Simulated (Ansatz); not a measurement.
# KMn6Al, from a guessed structure to a relaxed one

This structure for KMn6Al is made up. Its elements were placed in a known structure type with a cell scaled to their sizes. What cell does the guess relax to, and how far off was it?

Method: DFT, PBEsol, plane-wave PAW, files of the set soft_1, scalar-relativistic, ferromagnetic start, cell and ions relaxed at zero pressure; PAW set soft_1, in Ansatz 0.2.0.

In doubt: warnings of the run leave room for a lower electronic state, so energies may not be the lowest and differences between runs may mislead.

## 1. The structure

It takes space group Amm2 (No. 38, orthorhombic). Conventional cell: a = 4.707 Å, b = 6.063 Å, c = 10.468 Å, α = 90.00°, β = 90.00°, γ = 90.00°. Nearest to Mn lie 10 Mn at 2.92 to 3.03 Å and 2 K at 3.03 Å. Nearest to Mn lie 2 Al at 2.91 Å and 8 Mn at 2.93 to 3.09 Å and 2 K at 2.98 to 3.07 Å. Mn has 10 Mn at 2.93 to 3.04 Å and 2 Al at 3.03 Å nearest. Nearest to Mn lie 2 K at 2.91 Å and 8 Mn at 2.92 to 3.05 Å and 2 Al at 2.96 to 3.08 Å. Nearest to K lie 10 Mn at 2.91 to 3.07 Å and 2 Al at 2.92 Å. Al has 10 Mn at 2.91 to 3.08 Å and 2 K at 2.92 Å nearest. Farther neighbours are not listed.

## 2. Relaxation of the guess

The guessed cell has no reason to be at equilibrium. It is relaxed with the atoms, within the space group of the guess.

File input.yaml:

```yaml
crystal:
  lattice:
    - [4.707, 0.0, 0.0]
    - [0.0, 3.0315, 5.234]
    - [0.0, -3.0315, 5.234]
  atoms:
    - { symbol: Mn, position: [0.5, 0.1658, 0.1658], spin: 4.0 }
    - { symbol: Mn, position: [0.5, 0.6689, 0.1591], spin: 4.0 }
    - { symbol: Mn, position: [0.5, 0.1591, 0.6689], spin: 4.0 }
    - { symbol: Mn, position: [0.0, 0.3362, 0.3362], spin: 4.0 }
    - { symbol: Mn, position: [0.0, 0.8368, 0.3398], spin: 4.0 }
    - { symbol: Mn, position: [0.0, 0.3398, 0.8368], spin: 4.0 }
    - { symbol: K, position: [0.5, 0.6674, 0.6674] }
    - { symbol: Al, position: [0.0, 0.8322, 0.8322] }
magnetization:
  spin_polarized: true
kpoints:
  mp_grid: { grid: [6, 5, 5] }
scf:
  occupations: { method: fermi_dirac, width: 0.05 }
hamiltonian:
  xc: pbesol
  pseudopotentials: { kind: paw, azcp: { folder: soft_1 }, xc_functional: pbe }
relax:
  f_tol: 0.015
  max_steps: 70
  cell: {}
output:
  forces: true
  stress: true
```

Started as:

```
> ansatz run input.yaml --threads 4 --pin off --max-ram 10240MiB --backend cpu --events-out ev --progress --plain --runs-dir out
```

Numbers of over 12 decimals in the logs are rounded to 6 here.

What it wrote:

```text
Engine: ansatz 0.2.0, aarch64-unknown-linux-gnu
Pseudopotentials: kind: paw
Pseudopotential: Mn, paw, valence charge 15, recommended cutoff 420 eV (normal), soft_1/Mn.paw.azcp
Pseudopotential: K, paw, valence charge 9, recommended cutoff 420 eV (normal), soft_1/K.paw.azcp
Pseudopotential: Al, paw, valence charge 3, recommended cutoff 420 eV (normal), soft_1/Al.paw.azcp
Functional definition: PBEsol
  exchange = pbesol_x
  correlation = pbesol_c
Crystal: 8 atoms, lattice volume = 149.371 Å³
Basis set: ecut = 420 eV, 2897 PW (Γ), exchange–correlation on 64×90×90 points (8 copies of the dense FFT grid, shifted against one another)
Bands: 76, of which v1, the nominal top of the filled ones, is band 51 counted from 1 (50 counted from 0)
Symmetry: 4 space group operations
Space group: Amm2 (ITA 38), of the structure as read, at distance tolerance 5.3e-5 Å
Magnetic group: BNS 38.187 (UNI 285), of the structure as read, at distance tolerance 5.3e-5 Å
k-points: 36 of 150 (time reversal used)
Non-local potential: Mn, projectors of the file, l = 0: 3, l = 1: 2, l = 2: 3, l = 3: 1
Non-local potential: K, projectors of the file, l = 0: 3, l = 1: 2, l = 2: 2
Non-local potential: Al, projectors of the file, l = 0: 2, l = 1: 2, l = 2: 1
PAW form: soft (Blöchl's): semilocal exchange-correlation on the pseudo side does not see the compensation charge
PAW frozen core: Mn, regenerated for the run's functional, and the local potential with it (the file was generated under x = pbe(κ = 0.804, μ = 0.219515), c = pbe(β = 0.066725))
PAW frozen core: K, regenerated for the run's functional, and the local potential with it (the file was generated under x = pbe(κ = 0.804, μ = 0.219515), c = pbe(β = 0.066725))
PAW frozen core: Al, regenerated for the run's functional, and the local potential with it (the file was generated under x = pbe(κ = 0.804, μ = 0.219515), c = pbe(β = 0.066725))
PAW one-centre angular grid: Mn, 590 points (default); XC on 64 Gauss nodes
PAW one-centre angular grid: K, 110 points (default); XC on 64 Gauss nodes
PAW one-centre angular grid: Al, 110 points (default); XC on 64 Gauss nodes
Initial density: superposition of atomic densities (chi_scale 0.1, normalization cell, long waves kept (reshape's long-wave potential 0.00 eV rms))
Starting moments: Σ|m| = 24 μB on 6 of 8 sites
Initial wavefunctions: pseudopotential atomic-orbital guess
Functional: x = pbesol(κ = 0.804, μ = 0.123457), c = pbesol(β = 0.046)
iter 1 solved again at ethr=2.05e-3 eV; its pass at ethr=3.10e-3 eV (dr2=2.09e0 eV) is discarded
SCF iter   1: F=—  HF=-25243.164172 eV  |F-HF|=—  |Δ(HF+E_count)|=         —  Δρ=1.66e-2 (↑1.66e-2 ↓1.62e-2)  dr2=2.15e0  dr2_m=5.90e-2  M=23.054 μB ∫|m|=23.543 μB  β_m=0.30  ethr=2.05e-3  ⟨swp⟩=1.6  Hψ=26430  notcnv=0
Mixer restart at iter 1: flushing history
preconditioner: auto → Kerker (q_TF=auto, 2.560 Å⁻¹)  [metal: Δε(μ)=0.003 eV  Ē_g=6.870 eV  σ=0.050 eV  W_gap=0.01  n_scr=44 (ndim 8)  ℏωp=21.9 eV  f_vac=0.000  D(μ)=10.09/eV (n_scr^D=118)]
spin=Collinear: Kerker preconditioning applied to the charge; magnetization (m = ρ↑ − ρ↓) channel mixes plain (no charge-response kernel on spin).
SCF iter   2: F=—  HF=-25242.867769 eV  |F-HF|=—  |Δ(HF+E_count)|=   2.96e-1  Δρ=9.91e-3 (↑9.91e-3 ↓9.31e-3)  dr2=5.53e-1  dr2_m=5.41e-2  M=23.102 μB ∫|m|=23.649 μB  β_m=0.37  ethr=2.05e-3  ⟨swp⟩=2.3  Hψ=8113  notcnv=0
SCF iter   3: F=—  HF=-25243.492824 eV  |F-HF|=—  |Δ(HF+E_count)|=   6.25e-1  Δρ=9.88e-3 (↑9.88e-3 ↓5.79e-3)  dr2=2.76e-1  dr2_m=2.57e-2  M=23.004 μB ∫|m|=23.624 μB  β_m=0.69  ethr=5.42e-4  ⟨swp⟩=2.0  Hψ=7479  notcnv=0  defer=173
SCF iter   4: F=—  HF=-25244.147285 eV  |F-HF|=—  |Δ(HF+E_count)|=         —  Δρ=6.95e-3 (↑6.95e-3 ↓4.50e-3)  dr2=1.77e-1  dr2_m=5.51e-3  M=22.837 μB ∫|m|=23.529 μB  β_m=0.69  ethr=2.70e-4  ⟨swp⟩=2.2  Hψ=8511  notcnv=0  defer=180
Mixer restart at iter 4: flushing history
SCF iter   5: F=—  HF=-25244.252948 eV  |F-HF|=—  |Δ(HF+E_count)|=   1.06e-1  Δρ=3.42e-3 (↑3.42e-3 ↓2.06e-3)  dr2=1.99e-2  dr2_m=7.07e-3  M=22.729 μB ∫|m|=23.436 μB  β_m=0.65  ethr=1.73e-4  ⟨swp⟩=2.0  Hψ=9421  notcnv=0  defer=530
SCF iter   6: F=—  HF=-25244.243722 eV  |F-HF|=—  |Δ(HF+E_count)|=   9.23e-3  Δρ=1.68e-3 (↑1.39e-3 ↓1.68e-3)  dr2=2.11e-2  dr2_m=3.12e-4  M=22.749 μB ∫|m|=23.467 μB  β_m=0.76  ethr=1.95e-5  ⟨swp⟩=2.0  Hψ=10152  notcnv=0  defer=539
SCF iter   7: F=—  HF=-25244.243224 eV  |F-HF|=—  |Δ(HF+E_count)|=   4.98e-4  Δρ=9.04e-4 (↑9.04e-4 ↓4.14e-4)  dr2=1.84e-3  dr2_m=1.32e-4  M=22.733 μB ∫|m|=23.458 μB  β_m=0.76  ethr=1.95e-5  ⟨swp⟩=2.0  Hψ=8365  notcnv=0  defer=539
SCF iter   8: F=—  HF=-25244.243321 eV  |F-HF|=—  |Δ(HF+E_count)|=   9.73e-5  Δρ=6.42e-4 (↑6.42e-4 ↓3.25e-4)  dr2=9.14e-4  dr2_m=5.28e-5  M=22.735 μB ∫|m|=23.462 μB  β_m=0.76  ethr=1.80e-6  ⟨swp⟩=2.0  Hψ=8922  notcnv=0  defer=539
SCF iter   9: F=—  HF=-25244.243245 eV  |F-HF|=—  |Δ(HF+E_count)|=   7.56e-5  Δρ=2.20e-4 (↑2.20e-4 ↓1.56e-4)  dr2=1.93e-4  dr2_m=1.14e-5  M=22.744 μB ∫|m|=23.472 μB  β_m=0.78  ethr=8.97e-7  ⟨swp⟩=2.3  Hψ=9214  notcnv=0  defer=539
[...]
relax step  19: F+E_penalty+E_count = -25247.13835470 eV  Δ(F+E_penalty+E_count) = -5.307e-5 eV  max|allowed force component| = 3.556e-3 eV/Å  Δτ_max = 0.0052 Å  P = -0.005 GPa  Ω = 115.423 Å³  energy of the carried Pulay correction = +2.330e-2 eV  (9 SCF iters, dr2 threshold 9.57e-8 eV, accepted)
relax step  20: F+E_penalty+E_count = -25247.12781240 eV  Δ(F+E_penalty+E_count) = +1.054e-2 eV  max|allowed force component| = 5.941e-3 eV/Å  Δτ_max = 0.0000 Å  P = +0.017 GPa  Ω = 115.423 Å³  stress off target by 2.25e-1 GPa  SCF on the basis re-selected at this cell (its energy is not comparable with the rows above)  (16 SCF iters)
relax step  21: F+E_penalty+E_count = -25247.12852307 eV  Δ(F+E_penalty+E_count) = -7.107e-4 eV  max|allowed force component| = 3.491e-2 eV/Å  Δτ_max = 0.0120 Å  P = -0.083 GPa  Ω = 115.697 Å³  energy of the carried Pulay correction = -3.010e-4 eV  (11 SCF iters, dr2 threshold 1.26e-7 eV, accepted)
relax step  22: F+E_penalty+E_count = -25247.12943809 eV  Δ(F+E_penalty+E_count) = -9.150e-4 eV  max|allowed force component| = 2.094e-2 eV/Å  Δτ_max = 0.0054 Å  P = +0.043 GPa  Ω = 115.613 Å³  energy of the carried Pulay correction = -1.957e-4 eV  (11 SCF iters, dr2 threshold 9.11e-8 eV, accepted)
relax step  23: F+E_penalty+E_count = -25247.12940232 eV  Δ(F+E_penalty+E_count) = +3.577e-5 eV  max|allowed force component| = 5.607e-3 eV/Å  Δτ_max = 0.0038 Å  P = -0.012 GPa  Ω = 115.729 Å³  energy of the carried Pulay correction = -3.249e-4 eV  (11 SCF iters, dr2 threshold 2.74e-8 eV, accepted)
relax step  24: F+E_penalty+E_count = -25247.12995514 eV  Δ(F+E_penalty+E_count) = -5.528e-4 eV  max|allowed force component| = 5.558e-3 eV/Å  Δτ_max = 0.0000 Å  P = -0.008 GPa  Ω = 115.729 Å³  stress off target by 2.28e-2 GPa  SCF on the basis re-selected at this cell (its energy is not comparable with the rows above)  (9 SCF iters)
basis re-selected at this cell: Δ(F+E_penalty+E_count) = -5.528e-4 eV, ΔP = +0.004 GPa vs the last step (what re-selecting the basis moved, of the pressure what is left beyond the Pulay correction that the steps carried, after the strain that the cell walked since its last selection, with what the two solves' SCF thresholds leave and, on support functions, any second-order correction that the steps lacked; it is no measure of the basis error at this ecutwfc). The dense FFT grid was sized anew with the basis: this SCF ran on 27×40×40 points, the steps before it on 30×40×40, so part of this shift can come from that change (see relax.cell in the input reference). [rest of the remark cut]
WARN: an SCF from antiferromagnetic starting moments (-4.00, -4.00, -4.00, 4.00, 4.00, 4.00, 0.00, 0.00 Bohr magnetons, atom by atom) was not made, by what the run has read of turns of its moments that order reads lower: the deck asks for what bars it, or types moments that do (magnetization.spin_polarized, in the input reference, names some of the keys), or the run goes by scf.lower_state_search: light, the default, which as a rule tries one only behind a close that has lost an order of both signs, or on which an open d or half-filled 4f shell of a PAW file has lost a moment that was set nearer to Hund's than to what is left; [rest of the remark cut]
SCF converged after 9 iterations
Magnetization: 5.8791 μB (53.9396 up, 48.0604 down)
Absolute magnetization: 16.3971 μB (∫|ρ↑−ρ↓|, with the PAW one-centre terms)
Spin contamination: 4.1129 ħ² per cell (⟨S²⟩ above its minimum at these occupations)
Per-site moments (μB) at R_I (Å): [(-2.372414, 1.005099), (2.646189, 1.015983), (2.646189, 1.015983), (-2.290157, 0.956062), (2.396394, 0.956062), (2.396394, 0.956062), (0.046692, 1.123286), (-0.047360, 1.072399)]
Free energy (F): -25247.129955 eV
Harris-Foulkes:  -25247.129955 eV  (|F-HF|=7.64e-11)
Internal energy: -25247.057342 eV  (E = F + TS)
E sigma→0 (E₀):  -25247.093649 eV
Entropy (-TS):   -0.072613 eV (-9.077 meV/atom)
Fermi energy:    13.893294 eV
--- Per-component energies (eV) ---
  E_band       = -1507.224113
  E_kinetic    = 2191.432592
  E_local      = -15226.198319  (includes V_loc(G=0)·N_el)
  E_nonlocal   = 2784.789063
  E_hartree    = 5948.304923
  E_xc         = -822.373286
  E_vxc        = -1029.839198  (∫ρ·V_xc dr)
  E_paw        = -9003.799624  (= ΣΔE_a)
  E_vpaw       = -2124.018662  (= ΣTr[D̂ρ^β])
  E_aug_tail   = 0.000570  (compensation charges beyond the density's cutoff)
  E_ewald      = -11120.358189
  E_core_change = 1.144928  (= ΣΔE_core)
  E_smearing   = -0.072613  (= −TS)
  E_closure    = 0.000000  (closes the sum)
  Σ components = -25247.129955   (vs F -25247.129955, Δ=0.00e0)
--- Forces (eV/Å), atoms counted from 1 ---
  atom   1  Mn    -0.00000000     0.00000000     0.00555875
  atom   2  Mn    -0.00000000    -0.00039963     0.00098194
  atom   3  Mn    -0.00000000     0.00039963     0.00098194
  atom   4  Mn    -0.00000000     0.00000000    -0.00184215
  atom   5  Mn    -0.00000000     0.00511228    -0.00135800
  atom   6  Mn     0.00000000    -0.00511228    -0.00135800
  atom   7  K      0.00000000     0.00000000    -0.00153344
  atom   8  Al     0.00000000     0.00000000    -0.00142838
  max |Σ_I F_I| component: 2.65e-6 eV/Å
--- Stress (GPa, compression-positive) ---
       -0.005769       0.000000      -0.000000
        0.000000       0.004379       0.000000
       -0.000000       0.000000      -0.022754
  P = ⅓ Tr σ = -0.0080 GPa (-0.080 kbar)
--- Relaxed structure (22 steps of the walk, 22 accepted, 2 SCFs on fresh bases) ---
  F+E_penalty+E_count = -25247.12995514 eV   max|allowed force component| = 5.558e-3 eV/Å   (the final SCF, on the basis selected at the relaxed cell)
  cell:  # Å, volume = 115.7294 Å³
    - [4.006340, 0, 0]
    - [0, 3.327824, 4.340157]
    - [0, -3.327824, 4.340157]
  atoms:
    - { symbol: Mn, position: [0.5, 0.087586, 0.087586] }
    - { symbol: Mn, position: [0.5, 0.581694, 0.151162] }
    - { symbol: Mn, position: [0.5, 0.151162, 0.581694] }
    - { symbol: Mn, position: [0, 0.369857, 0.369857] }
    - { symbol: Mn, position: [0, 0.954542, 0.340806] }
    - { symbol: Mn, position: [0, 0.340806, 0.954542] }
    - { symbol: K, position: [0.5, 0.633208, 0.633208] }
    - { symbol: Al, position: [0, 0.887345, 0.887345] }
```

Run time: 11 min. Hardware: 4 threads of Arm Neoverse V2, shared host; peak memory 0.95 GiB; 44 min of CPU time.

Relaxation path (22 of 24):

```
step  energy less that of the first step (eV)  largest force component (eV/Å)  pressure (GPa)  volume (Å³)
   1                                   0.0000                          1.2888           -8.31       149.37
   2                                  -1.1975                          0.5977           -5.88       133.58
   3                                  -1.5389                          0.4258           -1.31       116.62
   4                                  -1.9167                          0.9466            1.43       108.14
   5                                  -2.0832                          0.3621            0.19       110.48
   6                                  -2.1898                          0.1421            0.37       110.31
   8                                  -2.2395                          0.1197            0.46       109.82
   9                                  -2.2607                          0.1271            0.22       110.47
  10                                  -2.3216                          0.2602            0.30       111.22
  11                                  -2.4588                          0.4874            1.02       111.19
  12                                  -2.5039                          0.5041            2.75       111.53
  13                                  -2.6145                          0.7665            1.36       114.11
  14                                  -2.8227                          0.3158            0.04       116.21
  15                                  -2.8653                          0.2463           -0.01       117.01
  16                                  -2.8855                          0.2347           -0.57       116.49
  17                                  -2.8913                          0.0820            0.25       114.87
  19                                  -2.8951                          0.0036            0.00       115.42
 20*                                  -2.8846                          0.0059            0.02       115.42
  21                                  -2.8853                          0.0349           -0.08       115.70
  22                                  -2.8862                          0.0209            0.04       115.61
  23                                  -2.8862                          0.0056           -0.01       115.73
 24*                                  -2.8867                          0.0056           -0.01       115.73
```

Relaxation steps marked * repeat the geometry before them on a plane-wave basis chosen anew for their cell, so energy and pressure can jump there. Other such steps can lie between the rows shown.

The run keeps the 4 symmetry operations that it works with, so distortions that break them were not tested.

```
     cell as run  before  after   change
           a (Å)   4.707  4.006  -14.9 %
           b (Å)   6.049  5.469   -9.6 %
           c (Å)   6.049  5.469   -9.6 %
           α (°)   60.16  74.96  +24.6 %
volume (Å³/atom)   18.67  14.47  -22.5 %
```

The atoms that moved most (Å, as changes of fractional coordinates times the final cell):

```
atom     dx      dy      dz  length
 Mn1  0.000   0.000  -0.679   0.679
 Mn5  0.000   0.388   0.515   0.645
 Mn6  0.000  -0.388   0.515   0.645
 Mn2  0.000  -0.264  -0.413   0.490
 Mn3  0.000   0.264  -0.413   0.490
 Al8  0.000   0.000   0.479   0.479
  K7  0.000   0.000  -0.297   0.297
 Mn4  0.000   0.000   0.292   0.292
```

Final coordinates:

```xyz
8
Lattice="4.0063 0.0000 0.0000 0.0000 3.3278 4.3402 0.0000 -3.3278 4.3402" Properties=species:S:1:pos:R:3 pbc="T T T"
Mn    2.0032    0.0000    0.7603
Mn    2.0032    1.4327    3.1807
Mn    2.0032   -1.4327    3.1807
Mn    0.0000    0.0000    3.2105
Mn    0.0000    2.0424    5.6220
Mn    0.0000   -2.0424    5.6220
K     2.0032    0.0000    5.4964
Al    0.0000    0.0000    7.7024
```

This step gave:

```yaml
free_energy: -25247.1300 eV
energy_at_zero_smearing: -25247.0936 eV
smearing_term_ts: 0.07261 eV
fermi_energy: 13.89 eV
magnetization: 5.879 μB
absolute_magnetization: 16.40 μB
site_moments: -2.372, 2.646, 2.646, -2.290, 2.396, 2.396, 0.04669, -0.04736 μB
electrons: 102
symmetry_operations: 4
pressure: -0.008048 GPa
```

Site moment by atom:

```
atom  site moment (μB)
 Mn1             -2.37
 Mn2              2.65
 Mn3              2.65
 Mn4             -2.29
 Mn5              2.40
 Mn6              2.40
  K7              0.05
 Al8             -0.05
```

The shortest distance of each pair, which need not be the same contact before and after:

```
 pair  guess (Å)  relaxed (Å)
Mn–Mn      2.919        2.318
Al–Mn      2.912        2.600
 K–Mn      2.915        2.723
 Al–K      2.918        2.980
  K–K      4.707        4.006
```

The relaxation ends with a largest force component of 0.0056 eV/Å and a pressure of -0.01 GPa.

## 3. What came out

```json
{"space group, relaxed": "Amm2", "conventional cell": "a = 4.006, b = 6.656, c = 8.680 Å; α = 90.0°, β = 90.0°, γ = 90.0°", "volume per atom": "14.47 Å³ (guess 18.67)", "total moment": "5.88 μB in the cell of 8 atoms"}
```

KMn6Al relaxes to Amm2 with a = 4.006, b = 6.656 and c = 8.680 Å. The guessed volume was 29 % too large. The space group Amm2 was held in the relaxation, so the end point is a stationary structure within it and may be a saddle against distortions or other arrangements. The input starts from parallel moments, and no other start was typed; the run left that order, and the end state is ferrimagnetic. The electronic state may lie above the lowest one. Mesh and cutoff weren't tested. A vector of the cell changed its length by 15 %, more than the volume shows. No dispersion term is used, so weakly bound directions may come out too long. The program estimates, without running it, that another magnetic order lies lower than the one relaxed here. Nothing here tests whether the compound is stable against decomposition.

[Logs are printed without paths, hosts, clocks, repeated set-up lines and the standing remarks that a program may print on its own settings, such as how far it seeks lower states.]

[Hosts, paths, dates, database ids (printed as entryN), source tags and the programs' standing remarks are cut or masked in the printed files.]
